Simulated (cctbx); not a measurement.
**Interatomic vectors of ErPb2**

Space group I4_1/amd (no. 141, origin choice 1), a = 4.5590 Å, b = 4.5590 Å, c = 18.3520 Å, α = 90.00°, β = 90.00°, γ = 90.00°, content Pb8 Er4.

The data are simulated with cctbx, not measured: Mo Kα, λ = 0.71073 Å, to d = 0.77 Å, 80 % of the full sphere, strongest reflection 20000 counts, noise from counting, a 1.5 % proportional error and a noise floor of 2 counts (s.d.); no absorption.

Patterson synthesis, origin scaled to 1000:

```text
Patterson group I 4/m m m
      u       v       w   height  length (A)
  0.000   0.000   0.000   1000.0     0.00
  0.000   0.000   0.420    631.5     7.71
  0.000   0.500   0.250    490.5     5.12
  0.000   0.000   0.159    329.9     2.93
  0.000   0.500   0.170    306.4     3.87
  0.000   0.500   0.091    157.0     2.83
  0.093   0.093   0.054     11.2     1.16
  0.067   0.238   0.000     10.0     1.13
  0.088   0.088   0.365      6.8     6.72
  0.083   0.208   0.021      6.5     1.09
  0.000   0.250   0.417      4.4     7.73
  0.000   0.222   0.028      4.3     1.14
  0.000   0.295   0.214      3.4     4.15
  0.149   0.149   0.028      2.8     1.09
```

Q: Assign the vectors.

A peak at u stands for all pairs with xi − xj = u, with weight Σ ZiZj against Σ Z² = 72288 at the origin. Peak heights follow these weights only roughly, since form factors, motion and series ripples differ, all vectors within 0.55 Å of a peak are counted as merged into it though the farther ones add only part of their weight, and F(000) is left out, which lowers the whole map:

| u | v | w | shortest length (Å) | height | 1000 ΣZiZj/ΣZ² | pairs in the cell |
| --- | --- | --- | --- | --- | --- | --- |
| 0.000 | 0.000 | 0.420 | 3.54 | 632 | 617 | 8 × Pb–Er |
| 0.000 | 0.500 | 0.250 | 5.12 | 490 | 500 | 4 × Pb–Pb, 2 × Er–Er |
| 0.000 | 0.000 | 0.159 | 2.92 | 330 | 372 | 4 × Pb–Pb |
| 0.000 | 0.500 | 0.170 | 3.86 | 306 | 309 | 4 × Pb–Er |
| 0.000 | 0.500 | 0.091 | 2.83 | 157 | 186 | 2 × Pb–Pb |

The table stops at ten peaks or at a height of 45, below which ripples compete. In the model behind the data Pb, the heaviest element, has 1 independent site: (0, 0, 0.4204), up to an allowed shift of origin; the Pb–Pb vectors are differences of these positions and their symmetry mates. The whole model:

```csv
atom,mult.,x,y,z,Ueq (Å²)
Pb1,8,0,0,0.4204,0.0169
Er1,4,0,1/2,1/4,0.0117
```

This is a model crystal, built by substitution and not relaxed, with assumed displacement parameters.

[Logs are printed without paths, hosts, clocks, repeated set-up lines and the standing remarks that a program may print on its own settings, such as how far it seeks lower states.]
